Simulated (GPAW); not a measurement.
# N/Ru(0001) in an electric field

Wanted: the out-of-plane polarisability of N/Ru(0001).

Main program and level: GPAW 26.7.0; GPAW, PAW setups; slab in vacuum, relaxation, in the first sound run; inputs show where later runs differ.

Most raw output is cut from this account.

**1. Set-up**

The cell holds 5 atoms: 4 Ru and 1 N. Cell: a = 2.700 Å, b = 2.700 Å, c = 25.925 Å, α = 90.0°, β = 90.0°, γ = 60.0°. Vacuum lies along c.

**2. Relaxation**

The atoms are relaxed first, since the surface dipole, and with it the work function, follows the positions of the outer layers. The lowest 2 atoms are held at bulk positions and keep their forces.

File run.py:

```python
import json
import numpy as np
from ase import Atoms
from ase.constraints import FixAtoms
from ase.optimize import BFGS
from gpaw import GPAW, PW

slab = Atoms(
    ['Ru', 'Ru', 'Ru', 'Ru', 'N'],
    positions=[
        [2.70000, 1.55885, 9.00000],
        [0.00000, 0.00000, 11.13840],
        [2.70000, 1.55885, 13.27680],
        [0.00000, 0.00000, 15.41520],
        [2.70000, 1.55885, 16.92480]],
    cell=[[2.7, 0.0, 0.0], [1.35, 2.33827, 0.0], [0.0, 0.0, 25.9248]],
    pbc=[True, True, False])

slab.calc = GPAW(mode=PW(500), xc='PBE', kpts={'size': (13, 13, 1), 'gamma': True},
                 occupations={'name': 'fermi-dirac', 'width': 0.1}, nbands='160%',
                 convergence={'density': 1e-05}, maxiter=200,
                 poissonsolver={'dipolelayer': 'xy'},
                 symmetry={'tolerance': 1e-3, 'extra_ids': [1, 1, 0, 0, 0]}, txt='slab.txt')
result = {}
slab.set_constraint(FixAtoms([0, 1]))
path = []
opt = BFGS(slab, maxstep=0.2)
opt.attach(lambda: path.append((slab.get_potential_energy(), slab.positions.tolist(), slab.get_forces().tolist())))
result['relaxed'] = bool(opt.run(fmax=0.03, steps=40))
result['path'] = path
energy = slab.get_potential_energy()
fermi = slab.calc.get_fermi_level()
v = slab.calc.get_electrostatic_potential().mean((0, 1)) - fermi
n = slab.calc.get_pseudo_density().mean((0, 1))
L = slab.cell[2, 2]
z = np.arange(len(v)) * L / len(v)
low, high = slab.positions[:, 2].min(), slab.positions[:, 2].max()
below, above = np.interp([low - 6.8, high + 6.8], z, v)
slopes = [np.interp(x, z, np.gradient(v, z)) for x in (low - 6.8, high + 6.8)]
eps = np.array([[slab.calc.get_eigenvalues(k, s) for k in range(len(slab.calc.get_ibz_k_points()))]
                for s in range(slab.calc.get_number_of_spins())]) - fermi
top, bottom = eps[eps < 0].max(), eps[eps > 0].min()
dipole = slab.get_dipole_moment()[2]
print(f'energy {energy:.4f} eV, Fermi level {fermi:.4f} eV, dipole {dipole:.5f} e A')
print(f'potential 6.8 A off the faces, from the Fermi level: lower {below:.4f} eV, upper {above:.4f} eV')
print(f'slope of the potential there: lower {slopes[0]:.5f}, upper {slopes[1]:.5f} eV/A')
print(f'nearest levels on the mesh: {top:.4f} and {bottom:.4f} eV')
print('magnetic moment', round(slab.get_magnetic_moment(), 3))
result.update(energy=energy, fermi=fermi, dipole=dipole, below=below, above=above, slopes=slopes, edges=[top, bottom],
              z=z.tolist(), v=v.tolist(), n=n.tolist(), positions=slab.positions.tolist(),
              forces=slab.get_forces(apply_constraint=False).tolist(), moments=slab.get_magnetic_moments().tolist())
json.dump(result, open('result.json', 'w'))
```

Run with:

```console
OMP_NUM_THREADS=1 OPENBLAS_NUM_THREADS=1 python run.py
```

The job ended after 28 min (1 thread of Arm Neoverse V1, shared host; peak memory 0.28 GiB).

Step by step:

```tsv
step	energy less that of the first step (eV)	largest force (eV/Å)
1	0.0000	4.7087
2	-0.4521	2.7717
3	-0.6501	0.4096
4	-0.6542	0.2052
5	-0.6551	0.1517
6	-0.6560	0.1065
7	-0.6560	0.0612
8	-0.6560	0.0356
9	-0.6560	0.0526
10	-0.6561	0.0787
11	-0.6563	0.0988
12	-0.6567	0.0626
13	-0.6570	0.0143
```

The atoms that moved most (Å):

```tsv
atom	dx	dy	dz	length
N5	0.000	0.000	-0.168	0.168
Ru4	0.000	0.000	0.131	0.131
Ru3	0.000	0.000	0.010	0.010
```

Final coordinates:

```xyz
5
Lattice="2.7000 0.0000 0.0000 1.3500 2.3383 0.0000 0.0000 0.0000 25.9248" Properties=species:S:1:pos:R:3
Ru    2.7000    1.5589    9.0000
Ru    0.0000    0.0000   11.1384
Ru    2.7000    1.5589   13.2867
Ru    0.0000    0.0000   15.5464
N     2.7000    1.5589   16.7573
```

This step gave:

```
dipole along the normal                    : -0.07413 e·Å
levels nearest the Fermi level on the mesh : -0.009501, 0.02305 eV from the Fermi level
upper work function                        : 7.161 eV
lower work function                        : 5.041 eV
```

The electrostatic potential energy of an electron (without an applied field's), less the Fermi level, planar mean oscillates, so the rows of the table below give means over windows of 2.11 Å about each position, cut where the curve ends. Its maxima inside the range that stand out by 2 % of the span (Å: eV): 10.1: -1.86, 12.2: -1.90, 14.4: -1.11, 16.3: -9.61, 22.9: 7.16. Its minima: 9.0: -28.0, 11.1: -28.5, 13.3: -28.2, 15.6: -29.3, 16.7: -15.1.

Table of electrostatic potential energy of an electron (without an applied field's), less the Fermi level, planar mean by z; means over each step:

z (Å), electrostatic potential energy of an electron (without an applied field's), less the Fermi level, planar mean (eV) and a bar from the least value:
```
     1.05        5.1 ############################
     3.17        5.0 ###########################
     5.28        5.0 ###########################
     7.39        2.1 ########################
     9.50      -13.4 #####
    11.61      -13.6 ####
    13.72      -13.2 #####
    15.83      -17.1 
    17.94        4.3 ##########################
    20.05        7.2 ##############################
    22.16        7.2 ##############################
    24.27        7.2 ##############################
```

The pseudo valence density, planar mean oscillates, so the rows of the table below give means over windows of 2.11 Å about each position, cut where the curve ends. Its maxima inside the range that stand out by 2 % of the span (Å: e/Å³): 9.0: 2.67, 11.1: 2.68, 13.3: 2.66, 15.6: 2.68. Its minima: 10.0: 0.383, 12.3: 0.373, 14.4: 0.316.

Pseudo valence density, planar mean against z; means over each step:

z (Å), pseudo valence density, planar mean (e/Å³) and a bar:
```
     3.17       0.00 
     5.28       0.00 
     7.39       0.12 ###
     9.50       1.19 ##########################
    11.61       1.19 ##########################
    13.72       1.16 ##########################
    15.83       1.35 ##############################
    17.94       0.17 ####
    20.05       0.00
```

The relaxation lowered the energy of the cell by 0.657 eV (energies extrapolated to zero smearing; the optimiser's log prints free energies). The largest force left on a free atom is 0.014 eV/Å.

**3. The slab's potential**

The work function is the vacuum plateau of the electrostatic potential less the Fermi level; a dipole layer lets the two faces have plateaus of their own.

This step: GPAW, PAW setups; slab in vacuum (GPAW 26.7.0).

Changes to run.py since step 2:

```diff
@@ -3,4 +3,2 @@
 from ase import Atoms
-from ase.constraints import FixAtoms
-from ase.optimize import BFGS
 from gpaw import GPAW, PW
@@ -12,5 +10,5 @@
         [0.00000, 0.00000, 11.13840],
-        [2.70000, 1.55885, 13.27680],
-        [0.00000, 0.00000, 15.41520],
-        [2.70000, 1.55885, 16.92480]],
+        [2.70000, 1.55885, 13.28674],
+        [-0.00000, 0.00000, 15.54638],
+        [2.70000, 1.55885, 16.75725]],
     cell=[[2.7, 0.0, 0.0], [1.35, 2.33827, 0.0], [0.0, 0.0, 25.9248]],
@@ -22,10 +20,4 @@
                  poissonsolver={'dipolelayer': 'xy'},
-                 symmetry={'tolerance': 1e-3, 'extra_ids': [1, 1, 0, 0, 0]}, txt='slab.txt')
+                 symmetry={'tolerance': 1e-3}, txt='slab.txt')
 result = {}
-slab.set_constraint(FixAtoms([0, 1]))
-path = []
-opt = BFGS(slab, maxstep=0.2)
-opt.attach(lambda: path.append((slab.get_potential_energy(), slab.positions.tolist(), slab.get_forces().tolist())))
-result['relaxed'] = bool(opt.run(fmax=0.03, steps=40))
-result['path'] = path
 energy = slab.get_potential_energy()
```

Elapsed: 2.9 min, on 1 thread; peak memory 0.27 GiB.

Numbers from this step:

* dipole along the normal: -0.07443 e·Å
* levels nearest the Fermi level on the mesh: -0.009521, 0.02305 eV from the Fermi level

The electrostatic potential energy of an electron (without an applied field's), less the Fermi level, planar mean oscillates, so the rows of the table below give means over windows of 2.11 Å about each position, cut where the curve ends. Its maxima inside the range that stand out by 2 % of the span (Å: eV): 10.1: -1.86, 12.2: -1.90, 14.4: -1.11, 16.3: -9.61, 22.5: 7.16. Its minima: 9.0: -28.0, 11.1: -28.5, 13.3: -28.2, 15.6: -29.3, 16.7: -15.1.

The electrostatic potential energy of an electron (without an applied field's), less the Fermi level, planar mean by z; means over each step:

```tsv
z (Å)	electrostatic potential energy of an electron (without an applied field's), less the Fermi level, planar mean (eV)
1.05	5.14
3.17	5.04
5.28	5.02
7.39	2.09
9.50	-13.4
11.61	-13.6
13.72	-13.2
15.83	-17.1
17.94	4.29
20.05	7.16
22.16	7.16
24.27	7.16
```

The pseudo valence density, planar mean oscillates, so the rows of the table below give means over windows of 2.11 Å about each position, cut where the curve ends. Its maxima inside the range that stand out by 2 % of the span (Å: e/Å³): 9.0: 2.67, 11.1: 2.68, 13.3: 2.66, 15.6: 2.68. Its minima: 10.0: 0.383, 12.3: 0.373, 14.4: 0.316.

Table of pseudo valence density, planar mean by z; means over each step:

```tsv
z (Å)	pseudo valence density, planar mean (e/Å³)
3.17	2.8e-6
5.28	5.2e-4
7.39	0.125
9.50	1.19
11.61	1.19
13.72	1.16
15.83	1.35
17.94	0.166
20.05	1.2e-4
```

Force by atom:

```tsv
atom	x (eV/Å)	y (eV/Å)	z (eV/Å)	size
Ru1	0.000	0.000	0.713	0.713
Ru2	0.000	0.000	-0.771	0.771
Ru3	0.000	0.000	0.000	0.000
Ru4	0.000	0.000	-0.015	0.015
N5	0.000	0.000	0.004	0.004
```

The potential is flat to 5.7e-4 eV/Å where it is read, so the vacuum is wide enough.

**4. Field on**

A uniform field along the normal polarises the slab; the atoms stay fixed, so this is the electronic response alone.

Changes to run.py since step 3:

```diff
@@ -4,2 +4,3 @@
 from gpaw import GPAW, PW
+from gpaw.external import ConstantElectricField
 
@@ -20,2 +21,3 @@
                  poissonsolver={'dipolelayer': 'xy'},
+                 external=ConstantElectricField(-0.2, [0, 0, 1]),
                  symmetry={'tolerance': 1e-3}, txt='slab.txt')
```

Run time: 14 min. Hardware: 1 thread; peak memory 0.64 GiB.

This step gave:

```yaml
dipole_along_the_normal: -0.1466 e·Å
levels_nearest_the_fermi_level_on_the_mesh: -0.008599, 0.02403 eV from the Fermi level
potential_below_the_slab_the_applied_field_s_own_ramp_left_out: 3.885 eV from the Fermi level
potential_above_the_slab_the_applied_field_s_own_ramp_left_out: 8.088 eV from the Fermi level
```

Table of electrostatic potential energy of an electron (without an applied field's), less the Fermi level, planar mean by z:

```tsv
z (Å)	electrostatic potential energy of an electron (without an applied field's), less the Fermi level, planar mean (eV)
0.0	5.99
0.5	3.89
1.0	3.89
1.5	3.89
2.0	3.89
2.5	3.89
3.0	3.88
3.5	3.88
4.0	3.88
4.5	3.88
5.0	3.88
5.5	3.88
6.0	3.85
6.5	3.78
7.0	3.50
7.5	2.50
8.0	-1.13
8.5	-13.8
9.0	-28.7
9.5	-13.8
10.0	-2.61
10.5	-9.05
11.0	-27.1
11.5	-19.3
12.0	-3.63
12.5	-4.78
13.0	-21.9
13.5	-24.3
14.0	-5.97
14.5	-1.06
15.0	-11.7
15.5	-28.4
16.0	-16.2
16.5	-10.6
17.0	-6.04
17.5	5.60
18.0	7.67
18.5	8.01
19.0	8.07
19.5	8.08
20.0	8.09
20.5	8.09
21.0	8.09
21.5	8.09
22.0	8.09
22.5	8.09
23.0	8.09
23.5	8.09
24.0	8.09
24.5	8.09
25.0	8.09
25.5	8.00
```

Force by atom:

```tsv
atom	x (eV/Å)	y (eV/Å)	z (eV/Å)	size
Ru1	0.000	0.000	0.718	0.718
Ru2	0.000	0.000	-0.777	0.777
Ru3	0.000	0.000	0.005	0.005
Ru4	0.000	0.000	-0.054	0.054
N5	-0.001	-0.001	0.047	0.047
```

The dipole is now -0.147 e Å, against -0.074 in the run without a field.

**5. In a field**

Changes to run.py since step 4:

```diff
@@ -21,3 +21,3 @@
                  poissonsolver={'dipolelayer': 'xy'},
-                 external=ConstantElectricField(-0.2, [0, 0, 1]),
+                 external=ConstantElectricField(-0.1, [0, 0, 1]),
                  symmetry={'tolerance': 1e-3}, txt='slab.txt')
```

Elapsed: 13 min, on 1 thread; peak memory 0.64 GiB.

Numbers from this step:

```yaml
dipole_along_the_normal: -0.1102 e·Å
levels_nearest_the_fermi_level_on_the_mesh: -0.008960, 0.02363 eV from the Fermi level
potential_below_the_slab_the_applied_field_s_own_ramp_left_out: 4.462 eV from the Fermi level
potential_above_the_slab_the_applied_field_s_own_ramp_left_out: 7.624 eV from the Fermi level
```

The electrostatic potential energy of an electron (without an applied field's), less the Fermi level, planar mean oscillates, so the rows of the table below give means over windows of 1 Å about each position, cut where the curve ends. Its maxima inside the range that stand out by 2 % of the span (Å: eV): 10.1: -2.15, 12.2: -1.98, 14.4: -0.968, 16.3: -9.27, 22.5: 7.62. Its minima: 9.0: -28.4, 11.1: -28.7, 13.3: -28.2, 15.6: -29.1, 16.7: -14.8.

Table of electrostatic potential energy of an electron (without an applied field's), less the Fermi level, planar mean by z; means over each step:

```tsv
z (Å)	electrostatic potential energy of an electron (without an applied field's), less the Fermi level, planar mean (eV)
0	5.06
1	4.46
2	4.46
3	4.46
4	4.46
5	4.46
6	4.42
7	3.94
8	-2.17
9	-22.5
10	-5.28
11	-21.9
12	-6.51
13	-19.3
14	-8.65
15	-13.4
16	-17.9
17	-5.70
18	6.95
19	7.60
20	7.62
21	7.62
22	7.62
23	7.62
24	7.62
25	7.62
```

Force by atom:

```tsv
atom	x (eV/Å)	y (eV/Å)	z (eV/Å)	size
Ru1	0.000	0.000	0.715	0.715
Ru2	0.000	0.000	-0.774	0.774
Ru3	0.000	0.000	0.002	0.002
Ru4	0.000	0.000	-0.036	0.036
N5	-0.001	-0.001	0.024	0.024
```

The dipole is now -0.110 e Å, against -0.074 in the run without a field.

**6. In a field**

Changes to run.py since step 5:

```diff
@@ -21,3 +21,3 @@
                  poissonsolver={'dipolelayer': 'xy'},
-                 external=ConstantElectricField(-0.1, [0, 0, 1]),
+                 external=ConstantElectricField(-0.05, [0, 0, 1]),
                  symmetry={'tolerance': 1e-3}, txt='slab.txt')
```

Wall time 13 min (1 thread); peak memory 0.64 GiB.

The electrostatic potential energy of an electron (without an applied field's), less the Fermi level, planar mean oscillates, so the rows of the table below give means over windows of 2.11 Å about each position, cut where the curve ends. Its maxima inside the range that stand out by 2 % of the span (Å: eV): 10.1: -2.00, 12.2: -1.94, 14.4: -1.04, 16.3: -9.44, 22.5: 7.39. Its minima: 9.0: -28.2, 11.1: -28.6, 13.3: -28.2, 15.6: -29.2, 16.7: -15.0.

Table of electrostatic potential energy of an electron (without an applied field's), less the Fermi level, planar mean by z; means over each step:

z (Å), electrostatic potential energy of an electron (without an applied field's), less the Fermi level, planar mean (eV) and a bar from the least value:
```
     1.05        4.9 ###########################
     3.17        4.8 ###########################
     5.28        4.7 ###########################
     7.39        1.8 #######################
     9.50      -13.6 ####
    11.61      -13.7 ####
    13.72      -13.1 #####
    15.83      -17.0 
    17.94        4.5 ##########################
    20.05        7.4 ##############################
    22.16        7.4 ##############################
    24.27        7.4 ##############################
```

**7. In a field**

Changes to run.py since step 6:

```diff
@@ -21,3 +21,3 @@
                  poissonsolver={'dipolelayer': 'xy'},
-                 external=ConstantElectricField(-0.05, [0, 0, 1]),
+                 external=ConstantElectricField(0.05, [0, 0, 1]),
                  symmetry={'tolerance': 1e-3}, txt='slab.txt')
```

Wall time 15 min (1 thread); peak memory 0.64 GiB.

The electrostatic potential energy of an electron (without an applied field's), less the Fermi level, planar mean by z:

```tsv
z (Å)	electrostatic potential energy of an electron (without an applied field's), less the Fermi level, planar mean (eV)
0.0	6.13
0.5	5.33
1.0	5.33
1.5	5.33
2.0	5.33
2.5	5.33
3.0	5.33
3.5	5.33
4.0	5.33
4.5	5.33
5.0	5.33
5.5	5.32
6.0	5.29
6.5	5.20
7.0	4.90
7.5	3.85
8.0	0.122
8.5	-12.7
9.0	-27.7
9.5	-12.9
10.0	-1.87
10.5	-8.43
11.0	-26.6
11.5	-19.0
12.0	-3.38
12.5	-4.66
13.0	-21.9
13.5	-24.4
14.0	-6.23
14.5	-1.45
15.0	-12.2
15.5	-29.0
16.0	-17.0
16.5	-11.4
17.0	-7.04
17.5	4.51
18.0	6.53
18.5	6.86
19.0	6.92
19.5	6.93
20.0	6.93
20.5	6.93
21.0	6.93
21.5	6.93
22.0	6.93
22.5	6.93
23.0	6.93
23.5	6.93
24.0	6.93
24.5	6.93
25.0	6.93
25.5	6.89
```

**8. Field on**

Changes to run.py since step 7:

```diff
@@ -21,3 +21,3 @@
                  poissonsolver={'dipolelayer': 'xy'},
-                 external=ConstantElectricField(0.05, [0, 0, 1]),
+                 external=ConstantElectricField(0.1, [0, 0, 1]),
                  symmetry={'tolerance': 1e-3}, txt='slab.txt')
```

Wall time 14 min (1 thread); peak memory 0.64 GiB.

The dipole is now -0.0375 e Å, against -0.074 in the run without a field.

**9. In a field**

Changes to run.py since step 8:

```diff
@@ -21,3 +21,3 @@
                  poissonsolver={'dipolelayer': 'xy'},
-                 external=ConstantElectricField(0.1, [0, 0, 1]),
+                 external=ConstantElectricField(0.2, [0, 0, 1]),
                  symmetry={'tolerance': 1e-3}, txt='slab.txt')
```

The job ended after 14 min (1 thread; peak memory 0.64 GiB).

The dipole is now -0.00109 e Å, against -0.074 in the run without a field.

**10. In a field**

Changes to run.py since step 9:

```diff
@@ -21,3 +21,3 @@
                  poissonsolver={'dipolelayer': 'xy'},
-                 external=ConstantElectricField(0.2, [0, 0, 1]),
+                 external=ConstantElectricField(0.3, [0, 0, 1]),
                  symmetry={'tolerance': 1e-3}, txt='slab.txt')
```

It took 13 min on 1 thread; peak memory 0.64 GiB.

The dipole is now 0.0354 e Å, against -0.074 in the run without a field.

**11. The series**

The members are put on one axis.

This step: induced dipole against applied field (GPAW 26.7.0).

Table of dipole along the normal by field:

```tsv
field (V/Å)	dipole along the normal (e·Å)
-0.200	-0.147
-0.100	-0.110
-0.050	-0.0921
0.000	-0.0744
0.050	-0.0557
0.100	-0.0375
0.200	-0.00109
0.300	0.0354
```

**12. A changed run**

One more run, with changed settings.

This step: GPAW, PAW setups; slab in vacuum (GPAW 26.7.0).

Changes to run.py since step 10:

```diff
@@ -4,3 +4,2 @@
 from gpaw import GPAW, PW
-from gpaw.external import ConstantElectricField
 
@@ -18,6 +17,5 @@
 slab.calc = GPAW(mode=PW(500), xc='PBE', kpts={'size': (13, 13, 1), 'gamma': True},
-                 occupations={'name': 'fermi-dirac', 'width': 0.1}, nbands='160%',
-                 convergence={'density': 1e-05}, maxiter=200,
+                 occupations={'name': 'fermi-dirac', 'width': 1.0}, nbands='160%',
+                 convergence={'density': 1e-05}, maxiter=100,
                  poissonsolver={'dipolelayer': 'xy'},
-                 external=ConstantElectricField(0.3, [0, 0, 1]),
                  symmetry={'tolerance': 1e-3}, txt='slab.txt')
```

Elapsed: 2.5 min, on 1 thread; peak memory 0.27 GiB.

The run finished. A setting was moved off its sound value on purpose, so it serves as a test and not as the result.

The fault put into the input: a smearing of electronvolts (width = 1.0).

The two runs compared:

```tsv
quantity	this run	sound run	difference
dipole along the normal (e·Å)	-0.051181	-0.074435	0.0233
upper work function (eV)	6.8773	7.1608	-0.284
lower work function (eV)	5.4149	5.0406	0.374
```

The two runs differ clearly in the dipole along the normal: -0.0512 e·Å against -0.0744 e·Å.

**13. Summary of results**

| Item | Value |
| --- | --- |
| work function, upper and lower face | 7.161 and 5.041 eV |
| dipole along the normal | -0.0744 e Å |
| induced dipole per field | 0.364 e Å per V/Å |
| out-of-plane polarisability per area, α/(ε0 A) | 10.4 Å |

The field induces 0.364 e Å per V/Å, a polarisable thickness α/(ε0 A) of 10.4 Å beside 7.76 Å between the outermost nuclei. A perfect conductor would give the distance between its two image planes; a dielectric of thickness t gives t(1 - 1/ε). The two faces differ by 2.1 eV, the step that the slab's dipole makes (e p/(ε0 A) gives 2.1 eV), so the dipole layer is needed. The induced dipole is linear in the field over this range. The cell of 6.31 Å² holds one N, started on one chosen site; other sites and coverages weren't tried. The in-plane lattice was kept as typed, which isn't the functional's own and leaves some strain; spin-orbit coupling and temperature are left out.

[Logs are printed without paths, hosts, clocks, repeated set-up lines and the standing remarks that a program may print on its own settings, such as how far it seeks lower states.]

[Hosts, paths, dates, database ids (printed as entryN), source tags and the programs' standing remarks are cut or masked in the printed files.]
